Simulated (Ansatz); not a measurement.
# Phonons of Si2W (I4/mmm) against volume, part 2 of 2

Aim: how do the optical modes of Si2W (I4/mmm) move with volume?

Ansatz 0.2.0; DFT LDA, scalar-relativistic, plane waves, PAW; PAW set soft_1.

So far, highest optical mode at the zone centre (no LO-TO term) (cm⁻¹): step 4 (zone-centre response at rest) 452; step 6 (volume ratio 1.06) 419.

## Step 7: A member of the series: 0.9 times the volume at rest (continued)

The steps of the relaxation:

| step | energy less that of the first step (eV) | largest force component (eV/Å) | pressure (GPa) | volume (Å³) |
| --- | --- | --- | --- | --- |
| 1 | 0.0000 | 0.0611 | 31.65 | 35.50 |
| 2 | -0.0003 | 0.0231 | 31.55 | 35.50 |
| 3 | -0.0003 | 0.0083 | 31.54 | 35.50 |
| 4 | -0.0003 | 0.0001 | 31.54 | 35.50 |
| 5* | -0.0003 | 0.0001 | 31.54 | 35.50 |

Relaxation steps marked * repeat the geometry before them on a plane-wave basis chosen anew for their cell, so energy and pressure can jump there.

The run keeps the 16 symmetry operations that it works with, so distortions that break them were not tested.

| conventional cell, symmetrised | before | after | change |
| --- | --- | --- | --- |
| a (Å) | 3.069 | 3.067 | -0.1 % |
| b (Å) | 3.069 | 3.067 | -0.1 % |
| c (Å) | 7.536 | 7.545 | +0.1 % |
| volume (Å³/atom) | 11.83 | 11.83 | -0.0 % |

The relaxed structure:

```cif
data_structure
_symmetry_space_group_name_H-M 'P 1'
_symmetry_Int_Tables_number 1
_cell_length_a 4.3516
_cell_length_b 4.3516
_cell_length_c 4.3516
_cell_angle_alpha 138.724
_cell_angle_beta 138.724
_cell_angle_gamma 59.795
_cell_volume 35.50
loop_
_atom_site_label
_atom_site_type_symbol
_atom_site_fract_x
_atom_site_fract_y
_atom_site_fract_z
_atom_site_occupancy
Si1 Si 0.33309 0.33309 0.00000 1
Si2 Si 0.66691 0.66691 0.00000 1
W3 W 0.00000 0.00000 0.00000 1
```

Numbers from this step:

```yaml
pressure: 31.54 GPa
volume_per_atom: 11.83 Å³
```

The largest force component left is 0.081 meV/Å, at a pressure of 31.54 GPa.

## Step 8: Zone-centre modes of the member: 0.9 times the volume at rest

The zone-centre modes follow for 0.9 times the volume at rest.

Contents of input.yaml:

```yaml
crystal:
  lattice:
    - [-1.533749657, 1.533749657, 3.7724538078]
    - [1.533749657, -1.533749657, 3.7724538078]
    - [1.533749657, 1.533749657, -3.7724538078]
  atoms:
    - { symbol: Si, position: [0.3330937967, 0.3330937967, 0.0] }
    - { symbol: Si, position: [0.6669062033, 0.6669062033, 0.0] }
    - { symbol: W, position: [0.0, 0.0, 0.0] }
kpoints:
  mp_grid: { grid: [20, 20, 20] }
hamiltonian:
  xc: lda
  pseudopotentials: { kind: paw, azcp: { folder: soft_1 }, xc_functional: pbe }
scf:
  occupations: { method: methfessel_paxton, width: 0.2 }
output:
  eigenvalues: true
phonons:
  method: dfpt
```

Command:

```console
ansatz run input.yaml --threads 4 --pin off --max-ram 10240MiB --backend cpu --events-out ev --progress --plain --runs-dir out
```

Run time: 2.4 min. Hardware: 4 threads of Arm Neoverse N1, shared host; peak memory 1.9 GiB.

Numbers from this step:

```yaml
sum_rule_residual_before_enforcement: 9.20e-5 eV/Å²
highest_optical_mode_at_the_zone_centre_no_lo_to_term: 514.5 cm⁻¹
lowest_optical_zone_centre_mode: 322.8 cm⁻¹
```

Patterns of degenerate modes are one choice out of their space. The modes at Γ (shares of kinetic energy by element, %):

| mode | frequency (cm⁻¹) | symmetry | Si % | W % |
| --- | --- | --- | --- | --- |
| 1 | 0.0 | acoustic | 23 | 77 |
| 2 | 0.0 | acoustic | 23 | 77 |
| 3 | 0.0 | acoustic | 23 | 77 |
| 4 | 322.8 | Eu | 77 | 23 |
| 5 | 322.8 | Eu | 77 | 23 |
| 6 | 375.6 | A2u | 77 | 23 |
| 7 | 413.7 | Eg | 100 | 0 |
| 8 | 413.7 | Eg | 100 | 0 |
| 9 | 514.5 | A1g | 100 | 0 |

The lowest optical mode is real, 323 cm⁻¹, and the highest lies at 514.5 cm⁻¹.

For the highest optical mode at the zone centre (no LO-TO term), step 4 gave 452 cm⁻¹; this run, with volume ratio 0.9, gives 514 cm⁻¹ (+14 %).

## Step 9: All members side by side

The members are set side by side, also those not shown above.

Each row is one cell with its response, relaxed at fixed volume as far as symmetry leaves anything free; energies are extrapolated to zero smearing, and E0 is that at rest; shape and atoms are relaxed in each cell where symmetry leaves them free; all runs use 20×20×20 k points and Methfessel-Paxton smearing of 0.2 eV. State of the crystal along the series:

| volume ratio | V (Å³/atom) | pressure (GPa) | E - E0 (meV/atom) | first cell vector (Å) | third cell vector (Å) |
| --- | --- | --- | --- | --- | --- |
| 0.9 | 11.83 | 31.54 | 118 | 4.352 | 4.352 |
| 0.92 | 12.1 | 23.81 | 72.67 | 4.38 | 4.38 |
| 0.94 | 12.36 | 16.87 | 39.37 | 4.409 | 4.409 |
| 0.96 | 12.62 | 10.64 | 16.87 | 4.437 | 4.437 |
| 0.98 | 12.88 | 5.034 | 4.075 | 4.464 | 4.464 |
| 0.99 | 13.02 | 2.449 | 1.006 | 4.478 | 4.478 |
| 1 | 13.15 | 4.47e-5 | 0 | 4.492 | 4.492 |
| 1.02 | 13.41 | -4.521 | 3.757 | 4.519 | 4.519 |
| 1.04 | 13.67 | -8.578 | 14.54 | 4.546 | 4.546 |
| 1.06 | 13.94 | -12.22 | 31.64 | 4.572 | 4.572 |

Each mode is tracked from rest by its pattern, and modes that stay within 0.3 cm⁻¹ of each other stand once; shape and atoms are relaxed in each cell where symmetry leaves them free; all runs use 20×20×20 k points and Methfessel-Paxton smearing of 0.2 eV. Optical modes along the series:

| V (Å³/atom) | mode 4 Eu (cm⁻¹) | mode 6 A2u (cm⁻¹) | mode 7 Eg (cm⁻¹) | mode 9 A1g (cm⁻¹) |
| --- | --- | --- | --- | --- |
| 11.83 | 322.8 | 375.6 | 413.7 | 514.5 |
| 12.1 | 310.5 | 361.1 | 398.2 | 501 |
| 12.36 | 298.5 | 347.1 | 383.2 | 488 |
| 12.62 | 286.7 | 333.5 | 368.8 | 475.5 |
| 12.88 | 275.3 | 320.2 | 354.8 | 463.5 |
| 13.02 | 269.6 | 313.7 | 348 | 457.6 |
| 13.15 | 264.1 | 307.3 | 341.3 | 451.8 |
| 13.41 | 253.1 | 294.8 | 328.2 | 440.4 |
| 13.67 | 242.3 | 282.5 | 315.6 | 429.4 |
| 13.94 | 231.7 | 270.5 | 303.2 | 418.6 |

From cubic fits (parabolas where under five rows exist) of ln ω and P against ln V through the rows within about 4 % of rest: γ = −d ln ω / d ln V and dω/dP = γ ω / B. Slopes at rest:

| mode | fitted frequency at rest (cm⁻¹) | Grüneisen parameter γ | dω/dP (cm⁻¹/GPa) |
| --- | --- | --- | --- |
| mode 4 Eu | 264.1 | 2.1 | 2.33 |
| mode 6 A2u | 307.3 | 2.07 | 2.67 |
| mode 7 Eg | 341.3 | 1.95 | 2.79 |
| mode 9 A1g | 451.8 | 1.27 | 2.41 |

## Step 10: What came out

```
members                                                          : 10
highest optical mode at the zone centre (no LO-TO term), at rest : 451.8 cm⁻¹
bulk modulus at rest                                             : 238 GPa
mode 4 Eu, γ                                                     : 2.10
mode 6 A2u, γ                                                    : 2.07
mode 7 Eg, γ                                                     : 1.95
mode 9 A1g, γ                                                    : 1.27
```

What this shows: The series spans -12.2 to 31.5 GPa, and the slope at rest gives a bulk modulus of 238 GPa. Among the modes in the table of slopes γ runs from 1.27 (mode 9 A1g) to 2.10 (mode 4 Eu). One k mesh and one cutoff serve the ground states and modes of all volumes. These are harmonic frequencies at zero temperature: anharmonic shifts, linewidths and thermal expansion are left out. Spin-orbit coupling is left out, which can matter for the heavy elements here. With no gap, or one that is small against the smearing, the frequencies hang on the k mesh and the smearing, most of all near Kohn anomalies. The PAW files were made for PBE; the program adapts parts of them to the functional of the run, but their partial waves stay those of PBE, an approximation that was not tested in this session. Only the zone centre was solved, so an instability at another wavevector cannot show here.

[Logs are printed without paths, hosts, clocks, repeated set-up lines and the standing remarks that a program may print on its own settings, such as how far it seeks lower states.]

[Hosts, paths, dates, database ids (printed as entryN), source tags and the programs' standing remarks are cut or masked in the printed files.]
